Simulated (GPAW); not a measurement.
# Geometry or basis: what sets the conductance of a Li chain with two Cu atoms in line

How well does a Li chain with two Cu atoms in line conduct once its atoms have relaxed, and how much do cheaper levels lose?

Method: GPAW LCAO, PAW setups; relaxation of the junction within the symmetry of its start, lead ends held, in the first sound run; inputs show where later runs differ, in GPAW 26.7.0.

## (1) The starting structure

The cell holds 14 atoms: 12 Li and 2 Cu. Its edges and angles: a = 9.000 Å, b = 9.000 Å, c = 39.834 Å, α = 90.0°, β = 90.0°, γ = 90.0°. Regions: left lead, 6 atoms (6 Li); channel, 2 atoms (2 Cu); right lead, 6 atoms (6 Li). Vacuum lies along a and b. The structure is stacked along c, and the current runs across the ab planes.

## (2) Relaxing the atoms

Transmission follows bond lengths closely, so the atoms between the held lead ends are relaxed first, within whatever symmetry the start has.

run.py

```python
import json
from ase import Atoms
from ase.constraints import FixAtoms
from ase.optimize import BFGS
from gpaw import GPAW, FermiDirac

device = Atoms(
    ['Li', 'Li', 'Li', 'Li', 'Li', 'Li', 'Cu', 'Cu', 'Li', 'Li', 'Li', 'Li', 'Li', 'Li'],
    positions=[
        [4.50000, 4.50000, 1.47500],
        [4.50000, 4.50000, 4.42500],
        [4.50000, 4.50000, 7.37500],
        [4.50000, 4.50000, 10.32500],
        [4.50000, 4.50000, 13.27500],
        [4.50000, 4.50000, 16.22500],
        [4.50000, 4.50000, 18.76720],
        [4.50000, 4.50000, 21.06720],
        [4.50000, 4.50000, 23.60940],
        [4.50000, 4.50000, 26.55940],
        [4.50000, 4.50000, 29.50940],
        [4.50000, 4.50000, 32.45940],
        [4.50000, 4.50000, 35.40940],
        [4.50000, 4.50000, 38.35940]],
    cell=[[9.0, 0.0, 0.0], [0.0, 9.0, 0.0], [0.0, 0.0, 39.8344]],
    pbc=True)

device.set_constraint(FixAtoms([0, 1, 2, 3, 4, 9, 10, 11, 12, 13]))
device.calc = GPAW(mode='lcao', basis='dzp', xc='PBE', h=0.18,
                   kpts={'size': (1, 1, 2), 'gamma': True},
                   symmetry={'tolerance': 1e-3, 'extra_ids': [1, 1, 1, 1, 1, 0, 0, 0, 0, 1, 1, 1, 1, 1]},
                   occupations=FermiDirac(0.1), maxiter=250,
                   mixer=dict(beta=0.1, nmaxold=8, weight=100.0),
                   convergence=dict(density=0.0001), txt='relax.txt')
path = []
opt = BFGS(device, maxstep=0.15)
opt.attach(lambda: path.append((device.get_potential_energy(), device.positions.tolist(), device.get_forces().tolist())))
relaxed = bool(opt.run(fmax=0.05, steps=50))
json.dump(dict(relaxed=relaxed, path=path, positions=device.positions.tolist(), moments=device.get_magnetic_moments().tolist(),
               forces=device.get_forces(apply_constraint=False).tolist()), open('result.json', 'w'))
```

Command:

```console
$ OMP_NUM_THREADS=1 OPENBLAS_NUM_THREADS=1 python run.py
```

The program printed:

```text
Step          Energy          fmax
BFGS:    0      -12.269254        0.423222
BFGS:    1      -12.276500        0.348143
BFGS:    2      -12.303080        0.187025
BFGS:    3      -12.305059        0.157575
BFGS:    4      -12.307561        0.175871
BFGS:    5      -12.312040        0.206926
BFGS:    6      -12.317565        0.166138
BFGS:    7      -12.320489        0.047634
```

The job ended after 5.5 min (1 thread of Intel Xeon Platinum 8375C at 2.90GHz (Ice Lake), shared host; peak memory 1.5 GiB).

Step by step:

```csv
step,energy less that of the first step (eV),largest force (eV/Å)
1,0.0000,0.4232
2,-0.0073,0.3481
3,-0.0353,0.1870
4,-0.0377,0.1576
5,-0.0410,0.1759
6,-0.0469,0.2069
7,-0.0542,0.1661
8,-0.0578,0.0476
```

The atoms that moved most (Å):

```csv
atom,dx,dy,dz,length
Li9,0.000,0.000,-0.129,0.129
Li6,0.000,0.000,0.129,0.129
Cu7,0.000,0.000,-0.030,0.030
Cu8,0.000,0.000,0.030,0.030
```

Final coordinates:

```cif
data_structure
_symmetry_space_group_name_H-M 'P 1'
_symmetry_Int_Tables_number 1
_cell_length_a 9.0000
_cell_length_b 9.0000
_cell_length_c 39.8344
_cell_angle_alpha 90.000
_cell_angle_beta 90.000
_cell_angle_gamma 90.000
_cell_volume 3226.59
loop_
_atom_site_label
_atom_site_type_symbol
_atom_site_fract_x
_atom_site_fract_y
_atom_site_fract_z
_atom_site_occupancy
Li1 Li 0.50000 0.50000 0.03703 1
Li2 Li 0.50000 0.50000 0.11108 1
Li3 Li 0.50000 0.50000 0.18514 1
Li4 Li 0.50000 0.50000 0.25920 1
Li5 Li 0.50000 0.50000 0.33325 1
Li6 Li 0.50000 0.50000 0.41054 1
Cu7 Cu 0.50000 0.50000 0.47038 1
Cu8 Cu 0.50000 0.50000 0.52962 1
Li9 Li 0.50000 0.50000 0.58946 1
Li10 Li 0.50000 0.50000 0.66675 1
Li11 Li 0.50000 0.50000 0.74080 1
Li12 Li 0.50000 0.50000 0.81486 1
Li13 Li 0.50000 0.50000 0.88892 1
Li14 Li 0.50000 0.50000 0.96297 1
```

The relaxation lowered the energy of the cell by 0.0578 eV (energies extrapolated to zero smearing; the optimiser's log prints free energies). The largest force left on a free atom is 0.048 eV/Å.

## (3) GPAW, dzp

The script solves lead and junction separately, takes H and S in the orbital basis, and joins semi-infinite leads through their self-energies; the dzp basis is the working standard.

This step: GPAW LCAO, PAW setups; Landauer transmission from Green's functions with principal layers (ASE), zero bias (GPAW 26.7.0).

run.py

```python
import json
import numpy as np
from ase import Atoms
from ase.transport.calculators import TransportCalculator
from gpaw import GPAW, FermiDirac
from gpaw.lcao.tools import get_lcao_hamiltonian
from scipy.linalg import eigh

# The junction with lead layers at both ends, along the third cell vector
device = Atoms(
    ['Li', 'Li', 'Li', 'Li', 'Li', 'Li', 'Cu', 'Cu', 'Li', 'Li', 'Li', 'Li', 'Li', 'Li'],
    positions=[
        [4.50000, 4.50000, 1.47500],
        [4.50000, 4.50000, 4.42500],
        [4.50000, 4.50000, 7.37500],
        [4.50000, 4.50000, 10.32500],
        [4.50000, 4.50000, 13.27500],
        [4.50000, 4.50000, 16.35369],
        [4.50000, 4.50000, 18.73729],
        [4.50000, 4.50000, 21.09711],
        [4.50000, 4.50000, 23.48071],
        [4.50000, 4.50000, 26.55940],
        [4.50000, 4.50000, 29.50940],
        [4.50000, 4.50000, 32.45940],
        [4.50000, 4.50000, 35.40940],
        [4.50000, 4.50000, 38.35940]],
    cell=[[9.0, 0.0, 0.0], [0.0, 9.0, 0.0], [0.0, 0.0, 39.8344]],
    pbc=True)

# One principal layer of the lead: the first 3 atoms of the device
lead = Atoms(
    ['Li', 'Li', 'Li'],
    positions=[
        [4.50000, 4.50000, 1.47500],
        [4.50000, 4.50000, 4.42500],
        [4.50000, 4.50000, 7.37500]],
    cell=[[9.0, 0.0, 0.0], [0.0, 9.0, 0.0], [0.0, 0.0, 8.85]],
    pbc=True)

settings = dict(mode='lcao', basis='dzp', xc='PBE', h=0.2,
                occupations=FermiDirac(0.1), maxiter=250,
                mixer=dict(beta=0.1, nmaxold=8, weight=100.0),
                convergence=dict(density=0.0001))
energies = np.arange(-2, 2 + 1e-9, 0.025)
eta = 0.0001
n1, n2 = 1, 1
# k and -k transmit alike, so half of the mesh across the current serves
mesh = [(i, j) for i in range(n1) for j in range(n2) if (i, j) <= (-i % n1, -j % n2)]
weights = np.array([1 if (i, j) == (-i % n1, -j % n2) else 2 for i, j in mesh]) / (n1 * n2)


def ground_state(atoms, size, txt):
    atoms.calc = GPAW(kpts={'size': size, 'gamma': True}, symmetry={'tolerance': 1e-3}, txt=txt, **settings)
    atoms.get_potential_energy()
    return atoms.calc.get_fermi_level()


def blocks(atoms, fermi, points, nz, cells):
    """H - E_F S and S between cell 0 and the cells above it, at each point across the current."""
    kz = np.arange(nz) / nz
    calc = atoms.calc.fixed_density(kpts=[(*k, z) for k in points for z in kz], symmetry='off', txt=None)
    H, S = get_lcao_hamiltonian(calc)
    H = (H - fermi * S).reshape(len(H), len(points), nz, *S.shape[1:])
    S = S.reshape(H.shape[1:])
    phases = [np.exp(-2j * np.pi * kz * R) / nz for R in cells]
    return [(np.einsum('skzij,z->ksij', H, p), np.einsum('kzij,z->kij', S, p)) for p in phases]


def pair(a, b):
    return np.block([[a, b], [b.T.conj(), a]])


def count_channels(h, s, cells, nk=240):
    """Half the number of times that the lead's bands cross each energy, unfolded to its shortest repeat."""
    b = len(h) // cells
    bands = []
    for k in (np.arange(nk + 1) + 0.5) / nk:
        hk, sk = h[:b, :b].copy(), s[:b, :b].copy()
        for R in range(1, cells):
            phase, block = np.exp(2j * np.pi * k * R), slice(R * b, (R + 1) * b)
            hk += h[:b, block] * phase + (h[:b, block] * phase).T.conj()
            sk += s[:b, block] * phase + (s[:b, block] * phase).T.conj()
        w, u = eigh(sk)
        x = u[:, w > 1e-5] / w[w > 1e-5]**0.5  # drop near-dependent combinations
        bands.append(np.r_[eigh(x.T.conj() @ hk @ x, eigvals_only=True), [1e9] * (w <= 1e-5).sum()])
    below = np.array(bands)[:, :, None] < energies
    return (below[1:] != below[:-1]).sum((0, 1)) / 2


fermi_lead = ground_state(lead, (1, 1, 13), 'lead.txt')
fermi_device = ground_state(device, (1, 1, 2), 'device.txt')
T, channels, eigen, tail, misfit, shifts = [], [], [], 0.0, 0.0, []
for first in range(0, len(mesh), 566):
    points = [(i / n1, j / n2) for i, j in mesh[first:first + 566]]
    (H0k, S0k), (H1k, S1k), (H2k, _) = blocks(lead, fermi_lead, points, 5, range(3))
    [(Hk, Sk)] = blocks(device, fermi_device, points, 2, [0])
    tail = max(tail, abs(H2k).max())
    for H0, S0, H1, S1, H, S in zip(H0k, S0k, H1k, S1k, Hk, Sk):
        n = len(S0)
        # Shift the lead onto the potential of the device's first layer
        shift = ((H[:, 0, 0] - H0[:, 0, 0]) / S0[0, 0]).real.mean()
        shifts.append(shift)
        misfit = max(misfit, abs(H[:, :n, :n] - H0 - shift * S0).max())
        Tk, Ck, Ek = [], [], []
        for s in range(len(H)):
            t = s % len(H0)  # a lead without moments serves both spins
            h1, s1 = pair(H0[t] + shift * S0, H1[t] + shift * S1), pair(S0, S1)
            leads = dict(h1=h1, s1=s1, energies=energies, eta=eta, eta1=eta, eta2=eta)
            calc = TransportCalculator(h=H[s], s=S, eigenchannels=3, **leads)
            Tk.append(calc.get_transmission())
            Ek.append(np.sort(calc.eigenchannels_ne, axis=0)[::-1])
            Ck.append(count_channels(h1, s1, 6))
        T.append(Tk)
        channels.append(Ck)
        eigen.append(Ek)
T, channels = np.array(T), np.array(channels)
mean, open_channels = np.einsum('kse,k->se', T, weights), np.einsum('kse,k->se', channels, weights)

print(f'basis functions: device {len(S)}, principal layer {n}')
print(f'Fermi level: lead {fermi_lead:.4f} eV, device {fermi_device:.4f} eV; lead shifted by {np.mean(shifts):.4f} eV')
print(f'largest coupling past the next layer {tail:.2e} eV, largest misfit of the first layer {misfit:.3f} eV')
print('  E-E_F (eV)   ' + 'T (one spin)  channels')
for e, t, c in zip(energies, mean.T, open_channels.T):
    print(f'{e:10.3f}  ', *[f'{x:11.4e}' for x in t], *[f'{x:9.4f}' for x in c])

kT = 8.617333e-5 * 300
fine = np.linspace(energies[0], energies[-1], 4001)
both = np.exp(np.interp(fine, energies, np.log(np.maximum(mean.sum(0) * 2 / len(mean), 1e-30))))
fermi = lambda mu: 1 / (1 + np.exp(np.clip((fine - mu) / kT, -200, 200)))
slope = fermi(0) * (1 - fermi(0)) / kT
G = np.trapezoid(both * slope, fine) / 2
seebeck = -np.trapezoid(both * slope * fine, fine) / (2 * G * 300) * 1e6
print(f'conductance at 300 K: {G:.5g} G0 a cell; thermopower {seebeck:.4g} uV/K')
bias = [0.1, 0.2, 0.5, 1.0, 1.5, 2.0]
current = [38.74 * np.trapezoid(both * (fermi(V / 2) - fermi(-V / 2)), fine) for V in bias]
for V, I in zip(bias, current):
    print(f'current from the zero-bias T(E) at {V} V: {I:.5g} uA')
zero = abs(energies).argmin()
json.dump(dict(energies=energies.tolist(), T=mean.tolist(), channels=open_channels.tolist(), G=G, seebeck=seebeck,
               bias=bias, current=current, tail=tail, misfit=misfit, shift=np.mean(shifts), n_device=len(S), n_lead=n,
               fermi=[fermi_lead, fermi_device], energy=device.get_potential_energy(),
               moments=device.get_magnetic_moments().tolist(), mesh=mesh, weights=weights.tolist(),
               T_k=T[:, :, zero].tolist(), eigen=np.array(eigen[0]).tolist()), open('result.json', 'w'))
```

The program printed:

```text
basis functions: device 90, principal layer 15
Fermi level: lead -2.7382 eV, device -2.8219 eV; lead shifted by 0.0001 eV
largest coupling past the next layer 1.28e-08 eV, largest misfit of the first layer 0.008 eV
  E-E_F (eV)   T (one spin)  channels
    -2.000    1.7905e-17    0.0000
    -1.975    1.7692e-17    0.0000
    -1.950    1.7479e-17    0.0000
    -1.925    1.7265e-17    0.0000
    -1.900    1.7051e-17    0.0000
    -1.875    1.6836e-17    0.0000
    -1.850    1.6619e-17    0.0000
    -1.825    1.6402e-17    0.0000
    -1.800    1.6183e-17    0.0000
    -1.775    1.5962e-17    0.0000
    -1.750    1.5740e-17    0.0000
    -1.725    1.5516e-17    0.0000
    -1.700    1.5291e-17    0.0000
    -1.675    1.5063e-17    0.0000
    -1.650    1.4833e-17    0.0000
    -1.625    1.4601e-17    0.0000
[...]
1.825    2.0609e-01    1.0000
     1.850    2.0111e-01    1.0000
     1.875    1.9583e-01    1.0000
     1.900    1.9021e-01    1.0000
     1.925    1.8423e-01    1.0000
     1.950    1.7784e-01    1.0000
     1.975    1.7101e-01    1.0000
     2.000    1.6369e-01    1.0000
conductance at 300 K: 0.6445 G0 a cell; thermopower 11.17 uV/K
current from the zero-bias T(E) at 0.1 V: 4.9954 uA
current from the zero-bias T(E) at 0.2 V: 10.002 uA
current from the zero-bias T(E) at 0.5 V: 25.271 uA
current from the zero-bias T(E) at 1.0 V: 47.048 uA
current from the zero-bias T(E) at 1.5 V: 64.208 uA
current from the zero-bias T(E) at 2.0 V: 70.678 uA
```

It took 46 s on 1 thread; peak memory 1.1 GiB.

This step gave:

* conductance: 0.6445 G₀
* thermopower: 11.17 μV/K
* largest coupling past the next principal layer: 1.28e-8 eV
* largest misfit of the first principal layer: 0.007994 eV
* shift that aligns the lead: 9.51e-5 eV
* basis functions of the junction: 90
* basis functions of a principal layer: 15
* transmission at the Fermi level (one spin): 0.6440
* open channels of the lead at the Fermi level (one spin): 1

One spin. Table of transmission, zone mean by energy, zero at the Fermi level:

```csv
energy (eV),"transmission, zone mean"
-2.000,0
-1.800,0
-1.600,0
-1.400,0
-1.200,0
-1.000,0
-0.800,1.8e-10
-0.600,0.818
-0.550,0.994
-0.400,0.743
-0.350,0.995
-0.200,0.845
0.000,0.644
0.200,0.472
0.400,0.386
0.600,0.356
0.800,0.334
1.000,0.310
1.200,0.286
1.400,0.265
1.600,0.241
1.800,0.211
2.000,0.164
```

Crossings of the lead's bands, unfolded to its shortest repeat. Table of open channels, zone mean by energy, zero at the Fermi level:

```csv
energy (eV),"open channels, zone mean"
-0.800,0
-0.700,1
-0.600,1
-0.500,1
-0.400,1
-0.300,1
-0.200,1
-0.100,1
0.000,1
0.100,1
0.200,1
0.300,1
0.400,1
0.500,1
0.600,1
0.700,1
0.800,1
0.900,1
1.000,1
1.100,1
1.200,1
1.300,1
1.400,1
1.500,1
1.600,1
1.700,1
1.800,1
1.900,1
2.000,1
```

Not self-consistent under bias; the bias window is split evenly. The current through one cell, from the zero-bias transmission by bias:

```csv
bias (V),"current through one cell, from the zero-bias transmission (μA)"
0.100,5.00
0.200,10.0
0.500,25.3
1.000,47.0
1.500,64.2
2.000,70.7
```

Table of transmission of the three most open eigenchannels by energy, zero at the Fermi level:

```csv
energy (eV),channel 1,channel 2 = channel 3
-0.800,1.8e-10,0
-0.700,0.172,0
-0.600,0.818,0
-0.500,0.784,0
-0.400,0.743,0
-0.300,0.958,0
-0.200,0.845,0
-0.100,0.744,0
0.000,0.644,0
0.100,0.549,0
0.200,0.472,0
0.300,0.419,0
0.400,0.386,0
0.500,0.367,0
0.600,0.356,0
0.700,0.345,0
0.800,0.334,0
0.900,0.322,0
1.000,0.310,0
1.100,0.298,0
1.200,0.286,0
1.300,0.275,0
1.400,0.265,0
1.500,0.253,0
1.600,0.241,0
1.700,0.227,0
1.800,0.211,0
1.900,0.190,0
2.000,0.164,0
```

Couplings past the next layer reach 1.3e-8 eV, small enough to drop; the matrix elements of the cell's first layer differ from the bulk lead's by up to 0.0080 eV. That layer keeps its own values in the calculation, and only beyond it is the lead taken as perfect. The Fermi levels of lead and junction count from different zeros of potential, one for each periodic cell; with both set to zero, the small remaining shift is what aligns them. By hand: G = 0.6445 × 77.48 μS = 49.9 μS, a resistance of 20.0 kΩ; at 0.1 V a linear junction would pass 4.99 μA, and the integral over the bias window gives 5.00 μA. Mott's formula, S = -(π²/3)(k_B²T/e) d ln T/dE, has the prefactor 7.33 μV/K·eV at 300 K; T = 0.6692 at -0.025 eV and 0.6191 at 0.025 eV give a slope of -1.56 per eV and S = 11.4 μV/K, beside 11.2 μV/K from the thermal integral, which interpolates the same grid.

## (4) Single-zeta polarised basis

One radial function a shell plus polarisation makes the matrices smaller; the question is what that costs.

run.py, as its differences from that of step 3:

```diff
@@ -39,3 +39,3 @@
 
-settings = dict(mode='lcao', basis='dzp', xc='PBE', h=0.2,
+settings = dict(mode='lcao', basis='szp(dzp)', xc='PBE', h=0.2,
                 occupations=FermiDirac(0.1), maxiter=250,
```

The program printed:

```text
basis functions: device 66, principal layer 12
Fermi level: lead -2.8434 eV, device -2.9062 eV; lead shifted by 0.0004 eV
largest coupling past the next layer 1.26e-08 eV, largest misfit of the first layer 0.009 eV
  E-E_F (eV)   T (one spin)  channels
    -2.000    1.6050e-23    0.0000
    -1.975    1.5500e-23    0.0000
    -1.950    1.4962e-23    0.0000
    -1.925    1.4432e-23    0.0000
    -1.900    1.3912e-23    0.0000
    -1.875    1.3400e-23    0.0000
    -1.850    1.2896e-23    0.0000
    -1.825    1.2398e-23    0.0000
    -1.800    1.1907e-23    0.0000
    -1.775    1.1421e-23    0.0000
    -1.750    1.0940e-23    0.0000
    -1.725    1.0463e-23    0.0000
    -1.700    9.9887e-24    0.0000
    -1.675    9.5173e-24    0.0000
    -1.650    9.0477e-24    0.0000
    -1.625    8.5792e-24    0.0000
[...]
1.825    3.3300e-01    1.0000
     1.850    3.2496e-01    1.0000
     1.875    3.1619e-01    1.0000
     1.900    3.0665e-01    1.0000
     1.925    2.9629e-01    1.0000
     1.950    2.8505e-01    1.0000
     1.975    2.7288e-01    1.0000
     2.000    2.5969e-01    1.0000
conductance at 300 K: 0.52479 G0 a cell; thermopower 11.11 uV/K
current from the zero-bias T(E) at 0.1 V: 4.069 uA
current from the zero-bias T(E) at 0.2 V: 8.1562 uA
current from the zero-bias T(E) at 0.5 V: 20.79 uA
current from the zero-bias T(E) at 1.0 V: 40.619 uA
current from the zero-bias T(E) at 1.5 V: 59.433 uA
current from the zero-bias T(E) at 2.0 V: 66.707 uA
```

Wall time 55 s (1 thread); peak memory 1.1 GiB.

This step gave:

```yaml
conductance: 0.5248 G₀
thermopower: 11.11 μV/K
largest_coupling_past_the_next_principal_layer: 1.26e-8 eV
largest_misfit_of_the_first_principal_layer: 0.008985 eV
shift_that_aligns_the_lead: 4.23e-4 eV
basis_functions_of_the_junction: 66
basis_functions_of_a_principal_layer: 12
transmission_at_the_fermi_level_one_spin: 0.5238
```

One spin. Table of transmission, zone mean by energy, zero at the Fermi level:

```csv
energy (eV),"transmission, zone mean"
-2.000,0
-1.800,0
-1.600,0
-1.400,0
-1.200,0
-1.000,0
-0.800,2.1e-11
-0.600,0.971
-0.575,0.992
-0.400,0.184
-0.350,0.992
-0.200,0.695
0.000,0.524
0.200,0.394
0.400,0.345
0.600,0.346
0.800,0.360
1.000,0.374
1.200,0.385
1.400,0.390
1.600,0.379
1.800,0.340
2.000,0.260
```

Crossings of the lead's bands, unfolded to its shortest repeat. The open channels, zone mean by energy, zero at the Fermi level:

energy (eV), open channels, zone mean and a bar:
```
   -0.800       0.00 
   -0.700       1.00 ##############################
   -0.600       1.00 ##############################
   -0.500       1.00 ##############################
   -0.400       1.00 ##############################
   -0.300       1.00 ##############################
   -0.200       1.00 ##############################
   -0.100       1.00 ##############################
    0.000       1.00 ##############################
    0.100       1.00 ##############################
    0.200       1.00 ##############################
    0.300       1.00 ##############################
    0.400       1.00 ##############################
    0.500       1.00 ##############################
    0.600       1.00 ##############################
    0.700       1.00 ##############################
    0.800       1.00 ##############################
    0.900       1.00 ##############################
    1.000       1.00 ##############################
    1.100       1.00 ##############################
    1.200       1.00 ##############################
    1.300       1.00 ##############################
    1.400       1.00 ##############################
    1.500       1.00 ##############################
    1.600       1.00 ##############################
    1.700       1.00 ##############################
    1.800       1.00 ##############################
    1.900       1.00 ##############################
    2.000       1.00 ##############################
```

Not self-consistent under bias; the bias window is split evenly. Current through one cell, from the zero-bias transmission against bias:

```csv
bias (V),"current through one cell, from the zero-bias transmission (μA)"
0.100,4.07
0.200,8.16
0.500,20.8
1.000,40.6
1.500,59.4
2.000,66.7
```

Table of transmission of the three most open eigenchannels by energy, zero at the Fermi level:

```csv
energy (eV),channel 1,channel 2 = channel 3
-0.800,2.1e-11,0
-0.700,0.233,0
-0.600,0.971,0
-0.500,0.819,0
-0.400,0.184,0
-0.300,0.839,0
-0.200,0.695,0
-0.100,0.607,0
0.000,0.524,0
0.100,0.449,0
0.200,0.394,0
0.300,0.360,0
0.400,0.345,0
0.500,0.341,0
0.600,0.346,0
0.700,0.352,0
0.800,0.360,0
0.900,0.367,0
1.000,0.374,0
1.100,0.380,0
1.200,0.385,0
1.300,0.389,0
1.400,0.390,0
1.500,0.387,0
1.600,0.379,0
1.700,0.364,0
1.800,0.340,0
1.900,0.307,0
2.000,0.260,0
```

The conductance, 0.525 G₀, lies 19 % below that of the dzp run.

(Continued in part 2 of 3.)

[Logs are printed without paths, hosts, clocks, repeated set-up lines and the standing remarks that a program may print on its own settings, such as how far it seeks lower states.]

[Hosts, paths, dates, database ids (printed as entryN), source tags and the programs' standing remarks are cut or masked in the printed files.]
